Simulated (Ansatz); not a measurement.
## AlRu3 (model structure): optical spectrum from first principles

Aim: the dielectric function of AlRu3 (model structure), and the optical constants that follow from it. The cell was made here by substitution or stacking, whether or not such a phase is known. It was built so: All Fe replaced by Ru in the Fm-3m structure of AlFe3.

Calculated with Ansatz 0.2.0; DFT, PBE, plane-wave PAW, default files, scalar-relativistic, independent-particle optical response without local fields.

### Step 1. Set-up

It takes space group Fm-3m (No. 225, cubic). Conventional cell: a = 6.196 Å, b = 6.196 Å, c = 6.196 Å, α = 90.00°, β = 90.00°, γ = 90.00°. Ru has 4 Al at 2.68 Å and 4 Ru at 2.68 Å nearest. Ru has 8 Ru at 2.68 Å nearest. Nearest to Al lie 8 Ru at 2.68 Å. All Fe replaced by Ru in the Fm-3m structure of AlFe3. Farther neighbours are not listed.

### Step 2. Relaxation

The structure was built or cut out here, so it is relaxed before any spectrum is computed.

This step: DFT, PBE, plane-wave PAW, default files, scalar-relativistic, relaxation (Ansatz 0.2.0).

input.yaml

```yaml
crystal:
  lattice:
    - [0.0, 3.09823301, 3.09823301]
    - [3.09823301, 0.0, 3.09823301]
    - [3.09823301, 3.09823301, 0.0]
  atoms:
    - { symbol: Ru, position: [0.75, 0.75, 0.75] }
    - { symbol: Ru, position: [0.25, 0.25, 0.25] }
    - { symbol: Ru, position: [0.5, 0.5, 0.5] }
    - { symbol: Al, position: [0.0, 0.0, 0.0] }
kpoints:
  mp_grid: { grid: [6, 6, 6] }
scf:
  occupations: { method: fermi_dirac, width: 0.05 }
hamiltonian:
  xc: pbe
  pseudopotentials: { kind: paw }
output:
  forces: true
  stress: true
relax:
  f_tol: 0.02
  max_steps: 50
  cell: {}
```

Launch:

```console
ansatz run input.yaml --threads 2 --pin off --max-ram 5120MiB --backend cpu --events-out ev --progress --plain --runs-dir out
```

Numbers of over 12 decimals in the logs are rounded to 6 here.

Output:

```text
Engine: ansatz 0.2.0, aarch64-unknown-linux-gnu
Pseudopotentials: kind: paw
Pseudopotential: Ru, paw, valence charge 16, recommended cutoff 420 eV (normal), Ru.paw.azcp
Pseudopotential: Al, paw, valence charge 3, recommended cutoff 420 eV (normal), Al.paw.azcp
Functional definition: PBE
  parameter kappa = 0.804
  parameter beta = 0.066725
  exchange = pbe_x(kappa = kappa, mu = beta*pi^2/3)
  correlation = pbe_c(beta = beta)
Crystal: 4 atoms, lattice volume = 59.480 Å³
Basis set: ecut = 420 eV, 1211 PW (Γ), exchange–correlation on 60×60×60 points (8 copies of the dense FFT grid, shifted against one another)
Bands: 31, of which v1, the nominal top of the filled ones, is band 26 counted from 1 (25 counted from 0)
Symmetry: 48 space group operations
Space group: Fm-3m (ITA 225), of the structure as read, at distance tolerance 3.9e-5 Å
k-points: 16 of 216
Non-local potential: Ru, projectors of the file, l = 0: 3, l = 1: 2, l = 2: 2, l = 3: 1
Non-local potential: Al, projectors of the file, l = 0: 2, l = 1: 2, l = 2: 1
PAW form: soft (Blöchl's): semilocal exchange-correlation on the pseudo side does not see the compensation charge
PAW one-centre angular grid: Ru, 590 points (default); XC on 64 Gauss nodes
PAW one-centre angular grid: Al, 110 points (default); XC on 64 Gauss nodes
Initial density: superposition of atomic densities (neutral atoms: chi_scale 0, normalization atom), corrected by the library's trained network
Initial wavefunctions: pseudopotential atomic-orbital guess
Functional: x = pbe(κ = 0.804, μ = 0.219515), c = pbe(β = 0.066725)
SCF iter   1: F=—  HF=-18173.520197 eV  |F-HF|=—  |Δ(HF+E_count)|=         —  Δρ=7.14e-3  dr2=1.77e-2  ethr=1.77e-3  ⟨swp⟩=5.1  Hψ=1704  notcnv=0
preconditioner: auto → Kerker (q_TF=auto, 2.659 Å⁻¹)  [metal: Δε(μ)=0.031 eV  Ē_g=4.664 eV  σ=0.050 eV  W_gap=0.15  n_scr=14 (ndim 8)  ℏωp=25.0 eV  f_vac=0.000  D(μ)=5.90/eV (n_scr^D=64)]
SCF iter   2: F=—  HF=-18173.521469 eV  |F-HF|=—  |Δ(HF+E_count)|=   1.27e-3  Δρ=3.55e-3  dr2=3.82e-3  ethr=3.47e-5  ⟨swp⟩=2.3  Hψ=954  notcnv=0
SCF iter   3: F=—  HF=-18173.521325 eV  |F-HF|=—  |Δ(HF+E_count)|=   1.44e-4  Δρ=3.55e-4  dr2=5.38e-5  ethr=7.50e-6  ⟨swp⟩=2.5  Hψ=815  notcnv=0
SCF iter   4: F=—  HF=-18173.521352 eV  |F-HF|=—  |Δ(HF+E_count)|=   2.71e-5  Δρ=7.43e-5  dr2=5.52e-6  ethr=1.05e-7  ⟨swp⟩=2.4  Hψ=811  notcnv=0
SCF iter   5: F=—  HF=-18173.521351 eV  |F-HF|=—  |Δ(HF+E_count)|=   1.49e-6  Δρ=2.31e-5  dr2=3.99e-7  ethr=1.08e-8  ⟨swp⟩=2.2  Hψ=652  notcnv=0
SCF iter   6: F=-18173.521350 eV  HF=-18173.521350 eV  |F-HF|=9.98e-9  |Δ(HF+E_count)|=   1.35e-7  Δρ=6.11e-6  dr2=1.95e-8  ethr=1.96e-10  ⟨swp⟩=4.1  Hψ=1624  notcnv=0
SCF 1 converged in 6 iterations: F = -18173.521350 eV  dr2 = 1.95e-8
  greatest PAW one-centre occupation: 0.998 electrons in one spin orbital (limit 2), on the Ru atom at site 1 (counted from 0), in its partial waves of l = 0
relax step   1: F+E_penalty+E_count = -18173.52135049 eV  Δ(F+E_penalty+E_count) = +0.000e0 eV  max|allowed force component| = 6.361e-18 eV/Å  Δτ_max = 0.0000 Å  P = -12.787 GPa  Ω = 59.480 Å³  (6 SCF iters, dr2 threshold 1.00e-7 eV, accepted)
Crystal: 4 atoms, lattice volume = 52.401 Å³
Basis set: ecut = 420 eV, 965 PW (Γ), exchange–correlation on 60×60×60 points (8 copies of the dense FFT grid, shifted against one another)
Initial density: handed on by an earlier stage of this run
Initial wavefunctions: those handed on with the density
iter 1 solved again at ethr=2.55e-4 eV; its pass at ethr=3.10e-3 eV (dr2=1.30e-1 eV) is discarded
SCF iter   1: F=—  HF=-18173.516992 eV  |F-HF|=—  |Δ(HF+E_count)|=         —  Δρ=1.36e-2  dr2=1.31e-1  ethr=2.55e-4  ⟨swp⟩=1.0  Hψ=2358  notcnv=0
preconditioner: auto → Kerker (q_TF=auto, 2.716 Å⁻¹)  [metal: Δε(μ)=0.025 eV  Ē_g=5.466 eV  σ=0.050 eV  W_gap=0.12  n_scr=14 (ndim 8)  ℏωp=26.7 eV  f_vac=0.000  D(μ)=4.82/eV (n_scr^D=58)]
SCF iter   2: F=—  HF=-18173.491256 eV  |F-HF|=—  |Δ(HF+E_count)|=   2.57e-2  Δρ=7.22e-3  dr2=3.71e-2  ethr=2.55e-4  ⟨swp⟩=2.1  Hψ=586  notcnv=0
SCF iter   3: F=—  HF=-18173.483738 eV  |F-HF|=—  |Δ(HF+E_count)|=   7.52e-3  Δρ=1.28e-3  dr2=8.08e-4  ethr=7.27e-5  ⟨swp⟩=2.1  Hψ=798  notcnv=0
SCF iter   4: F=—  HF=-18173.483562 eV  |F-HF|=—  |Δ(HF+E_count)|=   1.76e-4  Δρ=2.86e-4  dr2=6.50e-5  ethr=1.58e-6  ⟨swp⟩=2.9  Hψ=906  notcnv=0
SCF iter   5: F=—  HF=-18173.483568 eV  |F-HF|=—  |Δ(HF+E_count)|=   6.03e-6  Δρ=1.05e-4  dr2=5.25e-6  ethr=1.28e-7  ⟨swp⟩=2.0  Hψ=706  notcnv=0
SCF iter   6: F=-18173.483567 eV  HF=-18173.483567 eV  |F-HF|=1.21e-7  |Δ(HF+E_count)|=   1.78e-6  Δρ=1.97e-5  dr2=1.97e-7  ethr=7.84e-10  ⟨swp⟩=2.9  Hψ=2057  notcnv=0
SCF 2 converged in 6 iterations: F = -18173.483567 eV  dr2 = 1.97e-7
relax step   2: F+E_penalty+E_count = -18173.48356654 eV  Δ(F+E_penalty+E_count) = +3.778e-2 eV  max|allowed force component| = 2.660e-17 eV/Å  Δτ_max = 0.0000 Å  P = +18.342 GPa  Ω = 52.401 Å³  energy of the carried Pulay correction = +2.895e-3 eV  (6 SCF iters, dr2 threshold 4.00e-7 eV, rejected (line search))
Crystal: 4 atoms, lattice volume = 56.353 Å³
Basis set: ecut = 420 eV, 1067 PW (Γ), exchange–correlation on 60×60×60 points (8 copies of the dense FFT grid, shifted against one another)
iter 1 solved again at ethr=9.87e-5 eV; its pass at ethr=3.10e-3 eV (dr2=5.03e-2 eV) is discarded
SCF iter   1: F=—  HF=-18173.682029 eV  |F-HF|=—  |Δ(HF+E_count)|=         —  Δρ=7.87e-3  dr2=5.08e-2  ethr=9.87e-5  ⟨swp⟩=2.0  Hψ=2295  notcnv=0
preconditioner: auto → Kerker (q_TF=auto, 2.683 Å⁻¹)  [metal: Δε(μ)=0.021 eV  Ē_g=4.974 eV  σ=0.050 eV  W_gap=0.11  n_scr=14 (ndim 8)  ℏωp=25.7 eV  f_vac=0.000  D(μ)=5.38/eV (n_scr^D=64)]
SCF iter   2: F=—  HF=-18173.673007 eV  |F-HF|=—  |Δ(HF+E_count)|=   9.02e-3  Δρ=4.26e-3  dr2=1.50e-2  ethr=9.87e-5  ⟨swp⟩=2.0  Hψ=539  notcnv=0
SCF iter   3: F=—  HF=-18173.670158 eV  |F-HF|=—  |Δ(HF+E_count)|=   2.85e-3  Δρ=7.43e-4  dr2=3.27e-4  ethr=2.94e-5  ⟨swp⟩=2.0  Hψ=719  notcnv=0
SCF iter   4: F=—  HF=-18173.670089 eV  |F-HF|=—  |Δ(HF+E_count)|=   6.90e-5  Δρ=1.80e-4  dr2=2.89e-5  ethr=6.42e-7  ⟨swp⟩=2.9  Hψ=906  notcnv=0
SCF iter   5: F=—  HF=-18173.670118 eV  |F-HF|=—  |Δ(HF+E_count)|=   2.88e-5  Δρ=6.77e-5  dr2=2.48e-6  ethr=5.66e-8  ⟨swp⟩=2.1  Hψ=728  notcnv=0
SCF iter   6: F=—  HF=-18173.670114 eV  |F-HF|=—  |Δ(HF+E_count)|=   4.52e-6  Δρ=1.37e-5  dr2=1.05e-7  ethr=4.87e-9  ⟨swp⟩=2.0  Hψ=863  notcnv=0
SCF iter   7: F=—  HF=-18173.670114 eV  |F-HF|=—  |Δ(HF+E_count)|=   4.62e-8  Δρ=2.56e-6  dr2=3.30e-9  ethr=2.06e-10  ⟨swp⟩=2.3  Hψ=791  notcnv=0
SCF iter   8: F=—  HF=-18173.670114 eV  |F-HF|=—  |Δ(HF+E_count)|=  9.97e-10  Δρ=5.49e-7  dr2=1.37e-10  ethr=6.47e-12  ⟨swp⟩=2.1  Hψ=705  notcnv=0
SCF iter   9: F=-18173.670114 eV  HF=-18173.670114 eV  |F-HF|=0.00e0  |Δ(HF+E_count)|=  1.09e-11  Δρ=8.91e-8  dr2=4.18e-12  ethr=1.00e-12  ⟨swp⟩=4.0  Hψ=1683  notcnv=0
SCF 3 converged in 9 iterations: F = -18173.670114 eV  dr2 = 4.18e-12
relax step   3: F+E_penalty+E_count = -18173.67011364 eV  Δ(F+E_penalty+E_count) = -1.488e-1 eV  max|allowed force component| = 1.735e-17 eV/Å  Δτ_max = 0.0000 Å  P = -1.741 GPa  Ω = 56.353 Å³  energy of the carried Pulay correction = +1.235e-3 eV  (9 SCF iters, accepted)
[...]
relax step   4: F+E_penalty+E_count = -18173.67252808 eV  Δ(F+E_penalty+E_count) = -2.414e-3 eV  max|allowed force component| = 4.915e-17 eV/Å  Δτ_max = 0.0000 Å  P = +0.216 GPa  Ω = 55.890 Å³  energy of the carried Pulay correction = +1.424e-3 eV  (6 SCF iters, dr2 threshold 4.00e-7 eV, accepted)
[...]
relax step   5: F+E_penalty+E_count = -18173.67254163 eV  Δ(F+E_penalty+E_count) = -1.356e-5 eV  max|allowed force component| = 3.238e-17 eV/Å  Δτ_max = 0.0000 Å  P = +0.003 GPa  Ω = 55.940 Å³  energy of the carried Pulay correction = +1.403e-3 eV  (6 SCF iters, dr2 threshold 1.17e-7 eV, accepted)
Initial wavefunctions: pseudopotential atomic-orbital guess (no wavefunctions were taken with the density)
iter 1 solved again at ethr=6.28e-8 eV; its pass at ethr=3.10e-3 eV (dr2=3.20e-5 eV) is discarded
SCF iter   1: F=—  HF=-18173.670931 eV  |F-HF|=—  |Δ(HF+E_count)|=         —  Δρ=1.78e-4  dr2=2.94e-6  ethr=6.28e-8  ⟨swp⟩=3.0  Hψ=3215  notcnv=0
SCF iter   2: F=—  HF=-18173.670974 eV  |F-HF|=—  |Δ(HF+E_count)|=   4.25e-5  Δρ=9.25e-5  dr2=7.12e-7  ethr=5.77e-9  ⟨swp⟩=2.0  Hψ=902  notcnv=0
SCF iter   3: F=—  HF=-18173.670974 eV  |F-HF|=—  |Δ(HF+E_count)|=   3.43e-7  Δρ=7.11e-6  dr2=6.64e-9  ethr=1.40e-9  ⟨swp⟩=2.1  Hψ=904  notcnv=0
SCF iter   4: F=—  HF=-18173.670974 eV  |F-HF|=—  |Δ(HF+E_count)|=   4.14e-9  Δρ=6.23e-7  dr2=1.30e-10  ethr=1.30e-11  ⟨swp⟩=2.0  Hψ=725  notcnv=0
iter 5 did not close the SCF: its close was put off for the readings that it lacked (scf_convergence_deferred on its scf_iter line)
SCF iter   5: F=-18173.670974 eV  HF=-18173.670974 eV  |F-HF|=3.64e-12  |Δ(HF+E_count)|=  1.46e-11  Δρ=1.67e-7  dr2=1.24e-11  ethr=1.00e-12  ⟨swp⟩=2.0  Hψ=539  notcnv=0
SCF iter   6: F=-18173.670974 eV  HF=-18173.670974 eV  |F-HF|=3.64e-12  |Δ(HF+E_count)|=    0.00e0  Δρ=2.90e-8  dr2=6.70e-13  ethr=1.00e-12  ⟨swp⟩=2.8  Hψ=1502  notcnv=0
SCF 6 converged in 6 iterations: F = -18173.670974 eV  dr2 = 6.70e-13
relax step   6: F+E_penalty+E_count = -18173.67097436 eV  Δ(F+E_penalty+E_count) = +1.567e-3 eV  max|allowed force component| = 3.007e-17 eV/Å  Δτ_max = 0.0000 Å  P = +0.024 GPa  Ω = 55.940 Å³  stress off target by 2.40e-2 GPa  SCF on the basis re-selected at this cell (its energy is not comparable with the rows above)  (6 SCF iters)
basis re-selected at this cell: Δ(F+E_penalty+E_count) = +1.567e-3 eV, ΔP = +0.021 GPa vs the last step (what re-selecting the basis moved, of the pressure what is left beyond the Pulay correction that the steps carried, after the strain that the cell walked since its last selection, with what the two solves' SCF thresholds leave and, on support functions, any second-order correction that the steps lacked; it is no m [...]
SCF converged after 6 iterations
Free energy (F): -18173.670974 eV
Harris-Foulkes:  -18173.670974 eV  (|F-HF|=3.64e-12)
Internal energy: -18173.627748 eV  (E = F + TS)
E sigma→0 (E₀):  -18173.649361 eV
Entropy (-TS):   -0.043226 eV (-10.807 meV/atom)
Fermi energy:    19.359528 eV
--- Per-component energies (eV) ---
  E_band       = -308.365347
  E_kinetic    = 1568.140061
  E_local      = -4807.409861  (includes V_loc(G=0)·N_el)
  E_nonlocal   = 1042.253890
  E_hartree    = 1652.992800
  E_xc         = -611.633159
  E_vxc        = -746.883186  (∫ρ·V_xc dr)
  E_paw        = -10850.915516  (= ΣΔE_a)
  E_vpaw       = -670.451319  (= ΣTr[D̂ρ^β])
  E_aug_tail   = -0.000563  (compensation charges beyond the density's cutoff)
  E_ewald      = -6167.055399
  E_smearing   = -0.043226  (= −TS)
  E_closure    = 0.000000  (closes the sum)
  Σ components = -18173.670974   (vs F -18173.670974, Δ=0.00e0)
--- Forces (eV/Å), atoms counted from 1 ---
  atom   1  Ru     0.00000000     0.00000000     0.00000000
  atom   2  Ru    -0.00000000    -0.00000000    -0.00000000
  atom   3  Ru     0.00000000     0.00000000     0.00000000
  atom   4  Al     0.00000000     0.00000000     0.00000000
  max |Σ_I F_I| component: 2.31e-18 eV/Å
--- Stress (GPa, compression-positive) ---
        0.023965       0.000000      -0.000000
        0.000000       0.023965       0.000000
       -0.000000       0.000000       0.023965
  P = ⅓ Tr σ = 0.0240 GPa (0.240 kbar)
--- Relaxed structure (5 steps of the walk, 4 accepted, 1 SCFs on fresh bases) ---
  F+E_penalty+E_count = -18173.67097436 eV   max|allowed force component| = 3.007e-17 eV/Å   (the final SCF, on the basis selected at the relaxed cell)
  cell:  # Å, volume = 55.9396 Å³
    - [0, 3.035497, 3.035497]
    - [3.035497, 0, 3.035497]
    - [3.035497, 3.035497, 0]
  atoms:
    - { symbol: Ru, position: [0.750000, 0.750000, 0.750000] }
    - { symbol: Ru, position: [0.25, 0.25, 0.25] }
    - { symbol: Ru, position: [0.5, 0.5, 0.5] }
    - { symbol: Al, position: [0, 0, 0] }
```

Elapsed: 3.9 s, on 2 threads of Arm Neoverse V2, shared host; peak memory 0.33 GiB.

The steps of the relaxation:

```
step  energy less that of the first step (eV)  largest force component (eV/Å)  pressure (GPa)  volume (Å³)
   1                                   0.0000                          0.0000          -12.79        59.48
   2                                   0.0378                          0.0000           18.34        52.40
   3                                  -0.1488                          0.0000           -1.74        56.35
   4                                  -0.1512                          0.0000            0.22        55.89
   5                                  -0.1512                          0.0000            0.00        55.94
  6*                                  -0.1496                          0.0000            0.02        55.94
```

Relaxation steps marked * repeat the geometry before them on a plane-wave basis chosen anew for their cell, so energy and pressure can jump there. Relaxation step 2 was tried and not accepted.

The run keeps the 48 symmetry operations that it works with, so distortions that break them were not tested.

```
conventional cell, symmetrised  before  after  change
                         a (Å)   6.196  6.071  -2.0 %
                         b (Å)   6.196  6.071  -2.0 %
                         c (Å)   6.196  6.071  -2.0 %
              volume (Å³/atom)   14.87  13.98  -6.0 %
```

Final coordinates:

```cif
data_structure
_symmetry_space_group_name_H-M 'P 1'
_symmetry_Int_Tables_number 1
_cell_length_a 4.2928
_cell_length_b 4.2928
_cell_length_c 4.2928
_cell_angle_alpha 60.000
_cell_angle_beta 60.000
_cell_angle_gamma 60.000
_cell_volume 55.94
loop_
_atom_site_label
_atom_site_type_symbol
_atom_site_fract_x
_atom_site_fract_y
_atom_site_fract_z
_atom_site_occupancy
Ru1 Ru 0.75000 0.75000 0.75000 1
Ru2 Ru 0.25000 0.25000 0.25000 1
Ru3 Ru 0.50000 0.50000 0.50000 1
Al4 Al 0.00000 0.00000 0.00000 1
```

The relaxation ends with a pressure of 0.02 GPa.

(Continued in part 2 of 2.)

[Logs are printed without paths, hosts, clocks, repeated set-up lines and the standing remarks that a program may print on its own settings, such as how far it seeks lower states.]

[Hosts, paths, dates, database ids (printed as entryN), source tags and the programs' standing remarks are cut or masked in the printed files.]
